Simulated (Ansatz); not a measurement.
# Kohn anomalies in YS (Fm-3m), part 2 of 2

Wanted: frequencies of YS (Fm-3m) solved wavevector by wavevector at several smearings.

Ansatz 0.2.0; DFT PBEsol, scalar-relativistic, plane waves, PAW; PAW set soft_1.

So far. Step 2 (Relaxing cell and atoms): The largest force is now zero by symmetry and the largest stress component 0.041 GPa, small enough for phonons. Step 4 (Phonons along a line: Fermi–Dirac smearing of 0.25 eV): Against step 3 (now smearing width 0.25 eV), the free energy moves by -36.4 meV an atom. The relaxed cell has a = 5.460 Å (conventional setting).

**5. Wavevectors along a line: Fermi–Dirac smearing of 0.04 eV (continued)**

Each wavevector solved by linear response. Table of frequency by |q| along the line:

| \|q\| along the line (Å⁻¹) | mode 1 = mode 2 (cm⁻¹) | mode 3 (cm⁻¹) | mode 4 (cm⁻¹) | mode 5 (cm⁻¹) | mode 6 (cm⁻¹) |
| --- | --- | --- | --- | --- | --- |
| 0.000 | 0 | 0 | 299 | 299 | 299 |
| 0.144 | 17.5 | 53.6 | 299 | 299 | 299 |
| 0.431 | 53.5 | 126 | 291 | 296 | 296 |
| 0.719 | 83.0 | 124 | 292 | 292 | 293 |
| 1.007 | 96.2 | 106 | 294 | 294 | 298 |

Against step 3 (now smearing width 0.04 eV), the free energy moves by +5.8 meV an atom.

**6. Phonons along a line: Methfessel–Paxton smearing of 0.2 eV**

Each wavevector is solved by itself, so no interpolation smooths a dip of the branch.

Input file input.yaml:

```yaml
crystal:
  lattice:
    - [0.0, 2.7301649189, 2.7301649189]
    - [2.7301649189, 0.0, 2.7301649189]
    - [2.7301649189, 2.7301649189, 0.0]
  atoms:
    - { symbol: "Y", position: [0.5, 0.5, 0.5] }
    - { symbol: S, position: [0.0, 0.0, 0.0] }
kpoints:
  mp_grid: { grid: [16, 16, 16] }
hamiltonian:
  xc: pbesol
  pseudopotentials: { kind: paw, azcp: { folder: soft_1 }, xc_functional: pbe }
scf:
  occupations: { method: methfessel_paxton, width: 0.2 }
output:
  eigenvalues: true
phonons:
  method: dfpt
  qpoints:
    - [0, 0, 0]
    - [0.0625, 0.0, 0.0625]
    - [0.1875, 0.0, 0.1875]
    - [0.3125, 0.0, 0.3125]
    - [0.4375, 0.0, 0.4375]
```

Started as:

```sh
> ansatz run input.yaml --threads 4 --pin off --max-ram 12288MiB --backend cpu --events-out ev --progress --plain --runs-dir out
```

Numbers of over 12 decimals in the logs are rounded to 6 here.

The program printed:

```text
[...]
Crystal: 2 atoms, lattice volume = 40.700 Å³
Basis set: ecut = 420 eV, 821 PW (Γ), exchange–correlation on 54×54×54 points (8 copies of the dense FFT grid, shifted against one another)
Bands: 13, of which v1, the nominal top of the filled ones, is band 9 counted from 1 (8 counted from 0)
Symmetry: 48 space group operations
k-points: 145 of 4096
[...]
SCF iter   1: F=—  HF=-4684.368118 eV  |F-HF|=—  |Δ(HF+E_count)|=         —  Δρ=2.43e-2  dr2=2.66e-1  ethr=3.10e-3  ⟨swp⟩=6.4  Hψ=25912  notcnv=0
[...]
SCF iter   9: F=-4684.281059 eV  HF=-4684.281059 eV  |F-HF|=9.09e-13  |Δ(HF+E_count)|=  6.37e-12  S|Δr|=    0.00e0  Δρ=4.34e-8  dr2=3.47e-13  ethr=1.00e-12  ⟨swp⟩=11.4  Hψ=12624  notcnv=0
SCF 1 converged in 9 iterations: F = -4684.281059 eV  dr2 = 3.47e-13
[...]
SCF converged after 9 iterations
Stability not checked: this state was not tested for a lower state beside it, because cold or Methfessel-Paxton smearing, or corrected tetrahedra, fill the levels in a way that the test cannot read (fill_not_monotonic; see scf.lower_state_search)
Free energy (F): -4684.281059 eV
[...]
Internal energy: -4684.281686 eV  (E = F + TS)
E sigma→0 (E₀):  -4684.281216 eV
Entropy (-TS):   0.000627 eV (0.314 meV/atom)
Fermi energy:    12.554080 eV
[...]
--- Band table (eV; the first three rows and the last of 145) ---
  k-point 0: bands = [... 5 lower, 9.1705, 9.1705, 9.1705, 12.3410, 12.3410, 12.3410, 13.1987, 13.1987, ... 4 higher]
  k-point 1: bands = [... 5 lower, 8.9259, 9.0432, 9.0432, 12.3998, 12.4261, 12.4261, 13.3920, 13.3920, ... 4 higher]
  k-point 2: bands = [... 5 lower, 8.3398, 8.7316, 8.7316, 12.5096, 12.6559, 12.6559, 13.9226, 13.9226, ... 4 higher]
  k-point 144: bands = [... 5 lower, 7.0655, 7.3326, 7.3326, 13.4037, 13.4037, 15.3925, 16.0601, 16.4928, ... 4 higher]
[...]
ASR residual: 8.789e-6 → 0.000e0 eV/Å²; symmetrization residual: 9.719e-7 eV/Å²
  ASR residual per site (eV/Å²): 5.77e-6 8.79e-6
  Γ frequencies (cm⁻¹): 0.00 0.00 0.00 298.94 298.94 298.94
[...]
--- Phonons (arbitrary-q DFPT): 5 explicit q-points ---
[...]
```

The job ended after 2.5 min (4 threads of Arm Neoverse V2, shared host; peak memory 1.7 GiB).

Each wavevector solved by linear response. Table of frequency by |q| along the line:

```
|q| along the line (Å⁻¹)  mode 1 = mode 2 (cm⁻¹)  mode 3 (cm⁻¹)  mode 4 (cm⁻¹)  mode 5 (cm⁻¹)  mode 6 (cm⁻¹)
                   0.000                       0              0            299            299            299
                   0.144                    17.3           53.5            299            299            299
                   0.431                    53.8            127            292            296            296
                   0.719                    83.2            124            292            292            293
                   1.007                    96.2            107            293            293            298
```

Against step 3 (now occupations Methfessel-Paxton and smearing width 0.2 eV), the free energy moves by +6.9 meV an atom.

**7. Smearing and the soft branch**

Table of lowest frequency by |q| along the line:

```
|q| along the line (Å⁻¹)  fermi dirac 0.1 eV, k 16x16x16 (cm⁻¹)  fermi dirac 0.25 eV, k 16x16x16 (cm⁻¹)  fermi dirac 0.04 eV, k 16x16x16 (cm⁻¹)  methfessel paxton 0.2 eV, k 16x16x16 (cm⁻¹)
                   0.000                                      0                                       0                                       0                                            0
                   0.144                                   17.6                                    18.1                                    17.5                                         17.3
                   0.431                                   54.0                                    54.0                                    53.5                                         53.8
                   0.719                                   83.0                                    81.4                                    83.0                                         83.2
                   1.007                                   95.6                                    92.8                                    96.2                                         96.2
```

**8. Summary of results**

```
phonon run of the rows without a label of their own              : PBEsol, k 16×16×16
lowest branch at the last solved point, Fermi–Dirac 0.1 eV       : 95.6 cm⁻¹ at |q| = 1.01 Å⁻¹
lowest branch at the last solved point, Fermi–Dirac 0.25 eV      : 92.8 cm⁻¹ at |q| = 1.01 Å⁻¹
lowest branch at the last solved point, Fermi–Dirac 0.04 eV      : 96.2 cm⁻¹ at |q| = 1.01 Å⁻¹
lowest branch at the last solved point, Methfessel–Paxton 0.2 eV : 96.2 cm⁻¹ at |q| = 1.01 Å⁻¹
```

**Reading.** No branch softens by more than 4 % of the top frequency as the smearing narrows, so no anomaly that hangs on the smearing shows at these points. The line holds 5 wavevectors, so a narrow dip between them would be missed. Between Fermi–Dirac 0.25 eV and Fermi–Dirac 0.04 eV the largest change, with modes counted by rank of frequency, is in mode 3 at |q| = 1.01 Å⁻¹, from 99.0 to 106 cm⁻¹. Where branches cross, a count by rank can hide a softening. At the narrowest width the k mesh may not resolve the Fermi surface, so part of the change can be mesh noise. The PAW files were made for PBE; under other functionals the run regenerates their frozen core.

[Logs are printed without paths, hosts, clocks, repeated set-up lines and the standing remarks that a program may print on its own settings, such as how far it seeks lower states.]

[Hosts, paths, dates, database ids (printed as entryN), source tags and the programs' standing remarks are cut or masked in the printed files.]
